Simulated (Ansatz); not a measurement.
# Hf2NF2 monolayer: phonons and vibrational spectra, part 3 of 3

How does Hf2NF2 monolayer vibrate, and is this structure a minimum?

Ansatz 0.2.0; DFT PBEsol, scalar-relativistic, plane waves, PAW; PAW set soft_1.

So far. Step 4 (Relaxing to small forces for the phonons): The largest force component left is 0.018 meV/Å, within the tolerances set. Step 5 (Modes at Γ): Before it was imposed, the acoustic sum rule was missed by 1.5e-5 eV/Å². Small misses are needed for a sound result but don't prove that mesh and cutoff are converged. The lowest optical mode is real, 128 cm⁻¹.

### 6. Phonons on a q mesh

Stability and thermal properties need the whole zone. Linear response on a 4×4×1 q mesh gives force constants as far as a supercell of that size would.

Input file input.yaml:

```yaml
crystal:
  lattice:
    - [3.220323954, 0.0, 0.0]
    - [-1.610161977, 2.7888823526, 0.0]
    - [0.0, 0.0, 33.2]
  atoms:
    - { symbol: "N", position: [0.0, 0.0, 0.3012048193] }
    - { symbol: Hf, position: [0.3333333333, 0.6666666667, 0.3355363763] }
    - { symbol: Hf, position: [0.6666666667, 0.3333333333, 0.2668732622] }
    - { symbol: F, position: [0.6666666667, 0.3333333333, 0.3755068133] }
    - { symbol: F, position: [0.3333333333, 0.6666666667, 0.2269028252] }
  periodic: [true, true, false]
kpoints:
  mp_grid: { grid: [12, 12, 1] }
hamiltonian:
  xc: pbesol
  pseudopotentials: { kind: paw, azcp: { folder: soft_1 }, xc_functional: pbe }
scf:
  occupations: { method: methfessel_paxton, width: 0.2 }
output:
  eigenvalues: true
phonons:
  method: dfpt
  qmesh: [4, 4, 1]
  temperatures: { t_max: 1000, t_step: 50 }
  qpath:
    path:
      - [0.0, 0.0, 0.0]
      - [0.5, 0.0, 0.0]
      - [0.33333333, 0.33333333, 0.0]
      - [0.0, 0.0, 0.0]
    npoints: 10
```

On the command line:

```
ansatz run input.yaml --threads 4 --pin off --max-ram 16384MiB --backend cpu --events-out ev --progress --plain --runs-dir out
```

Numbers of over 12 decimals in the logs are rounded to 6 here.

What it wrote:

```text
[...]
Crystal: 5 atoms, lattice volume = 298.173 Å³
Basis set: ecut = 420 eV, 5955 PW (Γ), exchange–correlation on 48×48×450 points (8 copies of the dense FFT grid, shifted against one another)
Bands: 43, of which v1, the nominal top of the filled ones, is band 36 counted from 1 (35 counted from 0)
Symmetry: 12 space group operations
k-points: 19 of 144 (irreducible under 6 space group operations, time reversal used)
[...]
SCF iter   1: F=—  HF=-33186.809920 eV  |F-HF|=—  |Δ(HF+E_count)|=         —  Δρ=5.18e-2  dr2=1.33e1  ethr=3.10e-3  ⟨swp⟩=11.7  Hψ=4981  notcnv=0
[...]
SCF iter  12: F=-33183.268983 eV  HF=-33183.268983 eV  |F-HF|=7.28e-12  |Δ(HF+E_count)|=   1.39e-9  S|Δr|=    0.00e0  Δρ=4.65e-8  dr2=5.19e-12  ethr=1.00e-12  ⟨swp⟩=13.8  Hψ=16056  notcnv=0
SCF 1 converged in 12 iterations: F = -33183.268983 eV  dr2 = 5.19e-12
[...]
phonons: the bands overlap, so this run is a metal and interpolates without the dipole-dipole term. If the crystal is really an insulator or semiconductor, its LO-TO splitting is missing
NSCF: frozen V_eff on 19 k-points
[...]
WARN: eigensolver did not converge in 3 slots of this pass, the one above among them; of largest residual over every band (k=2): 1 band(s) unlocked (lowest unlocked band 42, counted from 0; max residual 1.61e-4 eV among the unlocked bands, 1.61e-4 eV over every band); of lowest unlocked band (k=2): band 42
[...]
DFPT response loops at q = (0, 0, 0) (fractional): preconditioner auto → none (partly filled bands, converged f_vac=0.786); β = 0.50; Broyden in place of MSR1
[...]
SCF converged after 12 iterations
[...]
Free energy (F): -33183.268983 eV
[...]
Internal energy: -33183.264604 eV  (E = F + TS)
E sigma→0 (E₀):  -33183.267889 eV
Entropy (-TS):   -0.004379 eV (-0.876 meV/atom)
Fermi energy:    -3.133269 eV
[...]
--- Band table (eV; the first three rows and the last of 19) ---
  k-point 0: bands = [... 32 lower, -9.0308, -9.0308, -3.7211, -3.7211, -3.1240, -2.7355, -2.2634, -0.8513 (-0.8513°), ... 3 higher]
  k-point 1: bands = [... 32 lower, -9.2120, -9.0657, -4.0652, -3.5570, -2.9022, -2.7023, -1.9255, -1.2888 (-1.2888°), ... 3 higher]
  k-point 2: bands = [... 32 lower, -9.4265, -9.1343, -4.6972, -3.0861, -2.8663, -2.1686, -1.6589, -1.0470 (-1.0470°), ... 3 higher]
  k-point 18: bands = [... 32 lower, -9.8748, -9.2532, -3.3689, -3.2072, -3.2072, -0.7493, 0.1215, 0.1215, ... 3 higher]
  ° read free of the cell's end (the report's vacuum.weakly_bound_levels)
--- Phonons (Γ-DFPT): 10 representative perturbations + reference (Σ response iterations 55) ---
  ASR residual: 1.016e-4 → 0.000e0 eV/Å²; symmetrization residual: 3.306e-6 eV/Å²
[...]
ASR residual per site (eV/Å²): 1.02e-4 1.49e-5 1.66e-5 1.89e-5 1.65e-5
[...]
--- Phonons (arbitrary-q DFPT): 4 irreducible q on the 4×4×1 mesh ---
  q = [0.0000, 0.0000, 0.0000] (star 1, of the zone-centre solve; hermiticity 2.60e-7, symmetrization 4.09e-12, taken by the last average 1.15e-7): 0.00 0.00 0.00 127.83 127.83 183.52 233.12 233.12 239.16 239.16 390.04 405.84 499.39 652.39 652.39
  q = [0.0000, 0.2500, 0.0000] (star 6, 15 solved perturbations on 78 of 144 k-point pairs; hermiticity 1.38e-7, symmetrization 5.65e-11, taken by the last average 4.84e-7): 58.34 67.48 99.76 123.08 123.73 179.63 225.84 234.28 235.21 236.27 357.45 362.45 504.02 631.43 638.89
[...]
q = [0.2500, 0.2500, 0.0000] (star 6, 10 solved perturbations in 1110 linear systems a pass and spin channel, the states on 144 of 144 k-point pairs; hermiticity 1.39e-7, symmetrization 2.52e-11, taken by the last average 1.41e-7): 61.08 84.77 98.04 122.93 132.30 164.74 213.11 217.72 231.95 240.46 337.40 338.96 510.64 585.09 632.93
  sum rule: each row above includes the acoustic sum rule's correction from the zone centre's row sums; it moved no ω² by more than (1.40 cm⁻¹)²
  mesh force constants: q→R imaginary residual 5.64e-18; ASR residual 1.016e-4 → 0.000e0 eV/Å²; symmetrization residual 1.421e-14 eV/Å²
  interpolated dispersion: 31 rows × 15 modes
  density of states and harmonic sums: on the 24×24×1 q-mesh, interpolated from the force constants of a 4×4×1 supercell (no non-analytic term)
  largest difference from the sums on the solved wave vectors: F 4.37e-2 eV, S 5.68e-5 and C_V 1.30e-5 eV/K
  zero-point energy: 0.250986 eV/cell   skipped modes (ω ≤ 0): 6, of them read as no rigid motion or as one in doubt: 3 (3.125e-2 modes/cell left out, lowest -6.33 cm⁻¹)   left out of the sums: 2.43e-3 of the cell's modes: C_V's classical limit lies that fraction below 3 k_B per atom; for a crystal, a wire or a layer, F and S can be off by more, and a phonons.interpolated_qmesh denser along its periods is the remedy for the sampling
```

It took 30 min on 4 threads of Arm Neoverse V1, shared host; peak memory 4.1 GiB.

This step gave:

- sum-rule residual before enforcement: 1.02e-4 eV/Å²
- lowest frequency on the path: -5.874 cm⁻¹
- highest frequency on the path or at a solved wavevector: 652.4 cm⁻¹
- lowest mode on the q mesh (acoustic modes at Γ apart): 58.34 cm⁻¹

Frequencies (cm⁻¹) solved at each irreducible wavevector; negative means imaginary. Frequencies by wavevector, by row:

```
q in reciprocal lattice units  star  mode 1  mode 2  mode 3  mode 4  mode 13  mode 14  mode 15
                        0 0 0     1       0       0       0   127.8    499.4    652.4    652.4
                     0 0.25 0     6    58.3    67.5    99.8   123.1      504    631.4    638.9
                     0 -0.5 0     3    96.6   107.1   119.6   140.2      509    604.9    639.2
                  0.25 0.25 0     6    61.1    84.8      98   122.9    510.6    585.1    632.9
```

Interpolated from a 4×4×1 q mesh. Phonon branches along the path, in cm⁻¹:

```
  point  branch 1  branch 2  branch 3  branch 4  branch 12  branch 13  branch 14  branch 15
      Γ         0         0         0       128        406        499        652        652
halfway        58        68       100       123        362        504        631        639
      M        97       107       120       140        348        509        605        639
halfway        86        90       109       130        340        510        592        628
      K        75        80        80       116        333        512        598        598
halfway        64        74        86       117        354        506        614        644
      Γ         0         0         0       128        406        499        652        652
```

Tetrahedra on a 24×24×1 mesh, mean over bins of 10 cm-1. Interpolated from a 4×4×1 q mesh. The phonon density of states by wavenumber; read off at these points:

```
wavenumber (cm⁻¹)  phonon density of states (1/cm⁻¹/cell)
               -5                                 0.00303
               25                                 0.00521
               55                                  0.0115
               85                                  0.0592
              125                                  0.0980
              155                                  0.0132
              185                                 0.00813
              215                                  0.0454
              235                                   0.228
              245                                  0.0180
              275                                       0
              305                                       0
              345                                  0.0678
              375                                  0.0129
              405                                 0.00159
              435                                       0
              465                                       0
              495                                 0.00503
              505                                  0.0774
              525                                       0
              565                                       0
              595                                  0.0191
              625                                  0.0184
              655                                 0.00445
```

The partial phonon density of states has structure finer than the step of the table below, so its rows give means over 25 cm⁻¹, whole bins alone (the curve runs from -16.1 to 682 cm⁻¹). Peaks (cm⁻¹: height): F 234.1: 0.174, 339.5: 0.0632; Hf 89.3: 0.0533, 124.4: 0.0868, 177.1: 0.0406, 234.1: 0.0111; N 506.3: 0.0591, 638.1: 0.0571.

Phonopy on the run's constants, 21x21x1 mesh, Gaussian sigma 5.0 cm-1. Interpolated from a 4×4×1 q mesh. Partial phonon density of states against wavenumber; means over each step; values in 1/cm⁻¹/cell:

```
wavenumber (cm⁻¹)        F       Hf        N
                0   2.6e-4  0.00225   9.7e-5
               25   5.3e-4  0.00458   2.1e-4
               50  0.00119   0.0109   5.8e-4
               75  0.00378   0.0408  0.00253
              100  0.00308   0.0398  0.00184
              125  0.00406   0.0684   4.9e-4
              150   8.2e-4   0.0224   2.1e-4
              175  0.00265   0.0270   6.5e-5
              200  0.00779  0.00183   1.9e-5
              225    0.108  0.00747   1.7e-4
              250   0.0340  0.00220   2.5e-5
              275   4.8e-7        0        0
              300        0        0        0
              325   0.0156  0.00132   4.0e-5
              350   0.0424  0.00398   8.2e-5
              375   0.0119  0.00132   9.4e-5
              400  0.00296   4.1e-4   2.5e-5
              425   3.4e-5   5.3e-6        0
              450        0        0        0
              475   6.2e-7   3.1e-6   6.6e-5
              500   3.9e-4  0.00175   0.0293
              525   1.4e-4   4.9e-4  0.00776
              550        0        0        0
              575   4.3e-5   1.8e-4  0.00423
              600   1.7e-4   7.7e-4   0.0196
              625   2.5e-4  0.00105   0.0257
              650   1.7e-4  0.00109   0.0266
```

Symmetry leaves 4 wavevectors to solve. The lowest mode among them, the acoustic zeros apart, lies at q = (0, 0.25, 0) and is real, 58.3 cm⁻¹. Between them the interpolated path dips to 6i cm⁻¹.

### 7. Isotope substitution, element Hf, natural mass 178.486 amu

An isotope changes the mass and not the force constants, so no new electronic calculation is needed; the shifts show which modes move this element.

The same force constants with the mass of Hf changed from 178.486 to 173.940 u (phonopy, no LO-TO term). Both lists are sorted by frequency; levels can cross, so a row need not hold one and the same mode. Modes under 3 cm⁻¹ are left out. Isotope shifts, by row, the first 40 of 57 rows:

```
       q  rank  natural mass (cm⁻¹)  changed mass (cm⁻¹)
   0 0 0     4                127.8                129.3
   0 0 0     5                127.8                129.3
   0 0 0     6                183.5                185.5
   0 0 0     7                233.1                233.4
   0 0 0     8                233.1                233.4
   0 0 0     9                239.2                239.4
   0 0 0    10                239.2                239.4
   0 0 0    11                  390                390.4
   0 0 0    12                405.8                406.6
   0 0 0    13                499.4                499.7
   0 0 0    14                652.4                652.7
   0 0 0    15                652.4                652.7
0 0.25 0     1                58.34                58.99
0 0.25 0     2                67.48                68.23
0 0.25 0     3                99.76                100.9
0 0.25 0     4                123.1                124.5
0 0.25 0     5                123.7                125.3
0 0.25 0     6                179.6                181.7
0 0.25 0     7                225.8                226.2
0 0.25 0     8                234.3                234.6
0 0.25 0     9                235.2                235.4
0 0.25 0    10                236.3                236.4
0 0.25 0    11                357.4                357.9
0 0.25 0    12                362.4                362.9
0 0.25 0    13                  504                504.4
0 0.25 0    14                631.4                631.7
0 0.25 0    15                638.9                639.2
0 -0.5 0     1                96.63                97.73
0 -0.5 0     2                107.1                108.4
0 -0.5 0     3                119.6                  121
0 -0.5 0     4                140.2                  142
0 -0.5 0     5                147.9                149.7
0 -0.5 0     6                167.7                169.7
0 -0.5 0     7                227.6                227.7
0 -0.5 0     8                229.8                229.8
0 -0.5 0     9                230.6                230.7
0 -0.5 0    10                234.7                234.7
0 -0.5 0    11                335.5                335.7
0 -0.5 0    12                348.3                348.7
0 -0.5 0    13                  509                509.4
```

A mode of this element alone would shift by +1.30 %. The highest zone-centre frequency without the field goes from 652.4 to 652.7 cm⁻¹ (+0.0 %). The product of the frequency ratios over all optical modes at Γ is 1.045; the product rule, (m/m′)^(3k/2) (M′/M)^(3/2) with k = 2 such atoms and M the mass of the cell, gives 1.045.

### 8. Isotope substitution, element N, natural mass 14.007 amu

The same for N, from 14.01 to 15.00 u.

The same force constants with the mass of N changed from 14.007 to 15.000 u (phonopy, no LO-TO term). Both lists are sorted by frequency; levels can cross, so a row need not hold one and the same mode. Modes under 3 cm⁻¹ are left out. Isotope shifts, by row, the first 40 of 57 rows:

```
       q  rank  natural mass (cm⁻¹)  changed mass (cm⁻¹)
   0 0 0     4                127.8                127.8
   0 0 0     5                127.8                127.8
   0 0 0     6                183.5                183.5
   0 0 0     7                233.1                233.1
   0 0 0     8                233.1                233.1
   0 0 0     9                239.2                239.2
   0 0 0    10                239.2                239.2
   0 0 0    11                  390                389.6
   0 0 0    12                405.8                405.8
   0 0 0    13                499.4                483.8
   0 0 0    14                652.4                631.2
   0 0 0    15                652.4                631.2
0 0.25 0     1                58.34                58.24
0 0.25 0     2                67.48                67.38
0 0.25 0     3                99.76                99.63
0 0.25 0     4                123.1                  123
0 0.25 0     5                123.7                123.7
0 0.25 0     6                179.6                179.6
0 0.25 0     7                225.8                225.8
0 0.25 0     8                234.3                234.3
0 0.25 0     9                235.2                235.2
0 0.25 0    10                236.3                236.3
0 0.25 0    11                357.4                357.4
0 0.25 0    12                362.4                362.4
0 0.25 0    13                  504                488.1
0 0.25 0    14                631.4                611.1
0 0.25 0    15                638.9                618.3
0 -0.5 0     1                96.63                96.39
0 -0.5 0     2                107.1                106.9
0 -0.5 0     3                119.6                119.6
0 -0.5 0     4                140.2                140.2
0 -0.5 0     5                147.9                147.7
0 -0.5 0     6                167.7                167.7
0 -0.5 0     7                227.6                227.6
0 -0.5 0     8                229.8                229.7
0 -0.5 0     9                230.6                230.6
0 -0.5 0    10                234.7                234.7
0 -0.5 0    11                335.5                335.4
0 -0.5 0    12                348.3                348.3
0 -0.5 0    13                  509                  493
```

A mode of this element alone would shift by -3.37 %. The highest zone-centre frequency without the field goes from 652.4 to 631.2 cm⁻¹ (-3.2 %). The product of the frequency ratios over all optical modes at Γ is 0.906; the product rule, (m/m′)^(3k/2) (M′/M)^(3/2) with k = 1 such atoms and M the mass of the cell, gives 0.906.

### 9. Results

```
space group after relaxation (within 0.01 Å)            : P-3m1
area per atom                                           : 1.80 Å²
electronic character                                    : no gap on this mesh
highest optical mode at the zone centre (no LO-TO term) : 652 cm⁻¹
lowest optical zone-centre mode                         : 128 cm⁻¹
lowest mode on the q mesh (acoustic modes at Γ apart)   : 58.3 cm⁻¹
highest frequency on the path or at a solved wavevector : 652 cm⁻¹
imaginary modes on the 4×4×1 q mesh                     : none
```

No mode is imaginary at the 4 irreducible wavevectors solved, but between them the interpolated path dips to 5.9i cm⁻¹, so stability is not settled. The optical modes at Γ span 128 to 652 cm⁻¹. The highest mode in this list at Γ, 652.4 cm⁻¹, is mostly motion of N (96 % of the kinetic energy). With no gap, or one that is small against the smearing, the frequencies hang on the k mesh and the smearing, most of all near Kohn anomalies. The phonon runs are without spin polarisation, although the cell has an odd electron count. In a sheet or slab the interpolated bending branch near Γ is rough, since the rotational sum rule isn't imposed. Spin-orbit coupling is left out, which can matter for the heavy elements here. The PAW files were made for PBE and serve the other functionals too. A phonon run warned that its eigensolver left some bands unconverged in a pass. The starting cell was built on a prototype and not taken from a measurement. These are harmonic frequencies at zero temperature: anharmonic shifts, linewidths and thermal expansion are left out.

[Logs are printed without paths, hosts, clocks, repeated set-up lines and the standing remarks that a program may print on its own settings, such as how far it seeks lower states.]

[Hosts, paths, dates, database ids (printed as entryN), source tags and the programs' standing remarks are cut or masked in the printed files.]
